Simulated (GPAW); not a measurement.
# How TiCo absorbs and reflects light

Aim: the dielectric function of TiCo, and the optical constants that follow from it.

Program: GPAW 26.7.0. Level of theory: DFT, PBE, plane-wave PAW (GPAW data sets), scalar-relativistic, RPA, optical limit. Results are calculated unless marked as measured.

Most raw output is cut from this account.

### 1. The starting structure

The structure is cubic, space group Pm-3m (No. 221). The conventional cell has a = 2.986 Å, b = 2.986 Å, c = 2.986 Å, α = 90.00°, β = 90.00°, γ = 90.00°. Nearest to Co lie 8 Ti at 2.59 Å. Ti has 8 Co at 2.59 Å nearest. Farther neighbours are not listed.

As a file:

```cif
data_structure
_symmetry_space_group_name_H-M 'P 1'
_symmetry_Int_Tables_number 1
_cell_length_a 2.9861
_cell_length_b 2.9861
_cell_length_c 2.9861
_cell_angle_alpha 90.000
_cell_angle_beta 90.000
_cell_angle_gamma 90.000
_cell_volume 26.63
loop_
_atom_site_label
_atom_site_type_symbol
_atom_site_fract_x
_atom_site_fract_y
_atom_site_fract_z
_atom_site_occupancy
Co1 Co 0.50000 0.50000 0.50000 1
Ti2 Ti 0.00000 0.00000 0.00000 1
```

### 2. Ground state

First the ground state: is it a metal or has it a gap?

This step: DFT, PBE, plane-wave PAW (GPAW data sets), scalar-relativistic, ground state (GPAW 26.7.0).

Input file gs.py:

```python
from ase import Atoms
from ase.dft.bandgap import bandgap
from gpaw import GPAW, PW, FermiDirac

atoms = Atoms(['Co', 'Ti'],
              cell=[[2.986110990000, 0.000000000000, 0.000000000000],
                    [0.000000000000, 2.986110990000, 0.000000000000],
                    [0.000000000000, 0.000000000000, 2.986110990000]],
              scaled_positions=[[0.500000000000, 0.500000000000, 0.500000000000],
                                [0.000000000000, 0.000000000000, 0.000000000000]],
              pbc=[True, True, True])
atoms.calc = GPAW(mode=PW(500), xc='PBE', kpts={'size': (8, 8, 8), 'gamma': True},
                  occupations=FermiDirac(0.05), maxiter=150, txt='gs.txt')
print('energy (eV)', atoms.get_potential_energy())
print('Fermi level (eV)', atoms.calc.get_fermi_level())
print('valence electrons', atoms.calc.get_number_of_electrons())
print('gap (eV)', bandgap(atoms.calc, output=None)[0])
print('direct gap (eV)', bandgap(atoms.calc, direct=True, output=None)[0])
atoms.calc.write('gs.gpw')
```

Started as:

```bash
OMP_NUM_THREADS=1 python gs.py
```

The job ended after 14 s (1 thread of Arm Neoverse N1, shared host; peak memory 0.14 GiB).

This run has no spin polarisation, although Co can carry a moment.

This step gave:

```
energy       : -15.61 eV
Fermi energy : 10.17 eV
electrons    : 21
```

There are states at the Fermi level within the smearing, so the occupations stay smeared and the carriers get a Drude term.

### 3. Bands for the response

At the fixed density, many empty bands are solved on the mesh of the response, since the spectrum sums over them.

This step: DFT, PBE, plane-wave PAW (GPAW data sets), scalar-relativistic, bands at fixed density (GPAW 26.7.0).

Input file nscf.py:

```python
from ase.dft.bandgap import bandgap
from gpaw import GPAW, FermiDirac

calc = GPAW('gs.gpw').fixed_density(kpts={'size': (15, 15, 15), 'gamma': True}, nbands=32, convergence={'bands': 26},
                                    occupations=FermiDirac(0.05), txt='nscf.txt')
print('gap (eV)', bandgap(calc, output=None)[0])
print('direct gap (eV)', bandgap(calc, direct=True, output=None)[0])
print('top band over the Fermi level (eV)', min(calc.get_eigenvalues(kpt=k)[25] for k in range(len(calc.get_ibz_k_points()))) - calc.get_fermi_level())
calc.write('full.gpw', mode='all')
```

Started as:

```bash
OMP_NUM_THREADS=1 python nscf.py
```

Wall time 84 s (1 thread); peak memory 0.2 GiB.

### 4. Dielectric function, RPA

Local fields let the induced charge screen the field inside the cell, which as a rule lowers ε, most along directions where the density is uneven.

This step: DFT, PBE, plane-wave PAW (GPAW data sets), scalar-relativistic, RPA, optical limit (GPAW 26.7.0).

Input file df.py:

```python
from gpaw.response.df import DielectricFunction

df = DielectricFunction('full.gpw', frequencies={'type': 'nonlinear', 'domega0': 0.03, 'omega2': 8},
                        ecut=50,
                        eta=0.15,
                        nbands=26,
                        rate=0.05,
                        txt='df.txt')
for direction in ['x']:
    df.get_dielectric_function(xc='RPA', direction=direction, filename=f'df_{direction}.csv')
```

Started as:

```bash
OMP_NUM_THREADS=1 python df.py
```

Wall time 15 s (1 thread); peak memory 0.25 GiB.

Sum at mesh points, not converged in k. Table of Im ε, E ∥ x by photon energy; read off at these points:

```csv
photon energy (eV),"Im ε, E ∥ x"
0.500,49.7
0.750,24.7
1.000,13.9
1.250,12.2
1.500,13.9
1.750,16.3
2.000,17.7
2.250,19.8
2.500,23.9
2.547,24.2
2.750,21.4
3.000,17.1
3.250,17.2
3.500,17.0
3.750,17.5
3.936,18.5
4.000,18.3
4.250,14.6
4.500,10.5
4.750,8.14
5.000,6.95
5.250,5.66
5.500,4.93
5.750,4.05
6.000,3.48
6.250,3.35
6.500,4.08
6.750,3.63
7.000,2.79
7.250,2.85
7.500,2.70
7.750,2.61
8.000,3.01
8.250,2.38
8.500,2.02
8.750,2.00
9.000,2.04
9.250,2.04
9.500,1.79
9.750,2.36
10.000,2.30
10.250,2.23
10.500,2.19
10.750,1.80
11.000,2.12
11.250,1.76
11.500,1.72
11.750,1.57
12.000,1.37
12.250,1.46
12.500,1.41
12.750,1.36
13.000,1.17
13.250,1.15
13.500,1.15
13.750,1.06
```

Values under 1 per cm are given as 1; sum at mesh points, not converged in k. Table of absorption coefficient, E ∥ x by photon energy:

```csv
photon energy (eV),"absorption coefficient, E ∥ x (1/cm)"
0.492,4.6e5
1.010,3.7e5
1.486,3.1e5
1.985,4.7e5
2.508,7.8e5
3.018,8.9e5
3.510,1.1e6
3.980,1.4e6
4.516,1.5e6
4.981,1.4e6
5.515,1.4e6
6.021,1.3e6
6.494,1.2e6
6.985,1.3e6
7.496,1.2e6
8.026,1.3e6
8.516,1.2e6
9.023,1.1e6
9.483,1.1e6
10.026,1.3e6
10.519,1.4e6
11.029,1.4e6
11.479,1.3e6
12.023,1.2e6
12.504,1.3e6
13.000,1.3e6
13.512,1.2e6
```

The loss function −Im 1/ε at q → 0, E ∥ x has structure finer than the step of the table below, so its rows give means over 0.5 eV, whole bins alone (the curve runs from 0.305 to 14.0 eV). Peaks (eV: height): 9.55: 0.525.

Sum at mesh points, not converged in k. Loss function −Im 1/ε at q → 0, E ∥ x against energy loss; means over each step:

```csv
energy loss (eV),"loss function −Im 1/ε at q → 0, E ∥ x"
1.0,0.0477
1.5,0.0599
2.0,0.0439
2.5,0.0406
3.0,0.0562
3.5,0.0584
4.0,0.0521
4.5,0.0582
5.0,0.0767
5.5,0.0981
6.0,0.143
6.5,0.182
7.0,0.202
7.5,0.257
8.0,0.270
8.5,0.335
9.0,0.411
9.5,0.467
10.0,0.408
10.5,0.416
11.0,0.447
11.5,0.487
12.0,0.589
12.5,0.617
13.0,0.704
13.5,0.800
```

The reflectivity at normal incidence, E ∥ x has structure finer than the step of the table below, so its rows give means over 0.5 eV, whole bins alone (the curve runs from 0.305 to 14.0 eV). Peaks (eV: height): 2.70: 55.0, 4.42: 64.0, 6.82: 52.9, 8.27: 44.7, 10.59: 34.1, 11.79: 34.2.

Sum at mesh points, not converged in k. Reflectivity at normal incidence, E ∥ x against photon energy; means over each step:

```csv
photon energy (eV),"reflectivity at normal incidence, E ∥ x (%)"
1.0,65.1
1.5,42.7
2.0,46.6
2.5,52.7
3.0,51.7
3.5,51.5
4.0,57.7
4.5,63.7
5.0,62.4
5.5,60.7
6.0,55.4
6.5,46.6
7.0,49.1
7.5,42.5
8.0,40.2
8.5,40.3
9.0,32.8
9.5,27.5
10.0,28.3
10.5,31.3
11.0,30.4
11.5,31.9
12.0,30.6
12.5,28.5
13.0,29.2
13.5,26.3
```

Sum at mesh points, not converged in k. The Im ε, E ∥ x by photon energy; read off at these points:

```csv
photon energy (eV),without local fields,with local fields
0.500,50.5,49.7
0.750,25.2,24.7
1.000,14.2,13.9
1.250,12.4,12.2
1.500,14.1,13.9
1.750,16.8,16.3
2.000,19.0,17.7
2.250,21.8,19.8
2.500,25.6,23.9
2.547,25.6,24.2
2.750,21.5,21.4
3.000,16.8,17.1
3.250,17.0,17.2
3.500,16.9,17.0
3.750,17.6,17.5
3.893,18.6,18.5
4.000,18.2,18.3
4.250,14.3,14.6
4.500,10.3,10.5
4.750,7.92,8.14
5.000,6.74,6.95
5.250,5.43,5.66
5.500,4.73,4.93
5.750,3.89,4.05
6.000,3.36,3.48
6.250,3.28,3.35
6.500,3.99,4.08
6.750,3.36,3.63
7.000,2.60,2.79
7.250,2.71,2.85
7.500,2.62,2.70
7.750,2.52,2.61
8.000,2.83,3.01
8.250,2.28,2.38
8.500,1.97,2.02
8.750,1.94,2.00
9.000,1.99,2.04
9.250,2.10,2.04
9.500,1.83,1.79
9.750,2.39,2.36
10.000,2.28,2.30
10.250,2.19,2.23
10.500,2.15,2.19
10.750,1.76,1.80
11.000,2.07,2.12
11.250,1.71,1.76
11.500,1.68,1.72
11.750,1.52,1.57
12.000,1.33,1.37
12.250,1.43,1.46
12.500,1.37,1.41
12.750,1.32,1.36
13.000,1.14,1.17
13.250,1.12,1.15
13.500,1.11,1.15
13.750,1.02,1.06
```

From ε follow the optical constants at some laser and lamp lines:

```csv
wavelength (nm),n,k,R (%),1/α
1550,1.88,5.596,81.0,22 nm
1064,2.30,2.759,50.3,31 nm
800,3.51,2.067,43.0,31 nm
633,3.80,2.325,46.6,22 nm
532,4.06,2.622,50.0,16 nm
450,3.25,3.271,54.8,11 nm
193,1.05,1.811,43.8,8.5 nm
```

In reflection the computed colour is light grey: x = 0.299, y = 0.318, luminous reflectivity 49 %.

### 5. What came out

**Reading.** At this level (PBE, RPA) TiCo is a metal. The mesh is too coarse to trust the carriers' weight, the reflectivity or the colour to better than tens of per cent. In reflection the computed colour is light grey: x = 0.299, y = 0.318, luminous reflectivity 49 %. The carriers' damping of 0.05 eV is typed, not computed; it shapes the response at the lowest energies. The run has no spin polarisation; magnetic order or correlation, untested here, could change the spectrum. In this version of GPAW the matrix elements of the optical limit are incomplete, which can lower ε − 1 by up to a tenth where first-row anions or d states rule, and shift it by more in d metals. GPAW's carrier term has the form −ωp²/(ω + i·rate)², which damps like twice the rate and fails at low energy, so the curves leave the lowest energies out. The sum runs over mesh points 0.14 Å⁻¹ apart with no interpolation, so peaks are partly noise of the mesh, and the Drude plasma energy, a sum over the Fermi surface, isn't converged.

[Machine, clock and banner lines and Python warnings are left out of the logs.]

[Logs are printed without paths, hosts, clocks, repeated set-up lines and the standing remarks that a program may print on its own settings, such as how far it seeks lower states.]

[Hosts, paths, dates, database ids (printed as entryN), source tags and the programs' standing remarks are cut or masked in the printed files.]
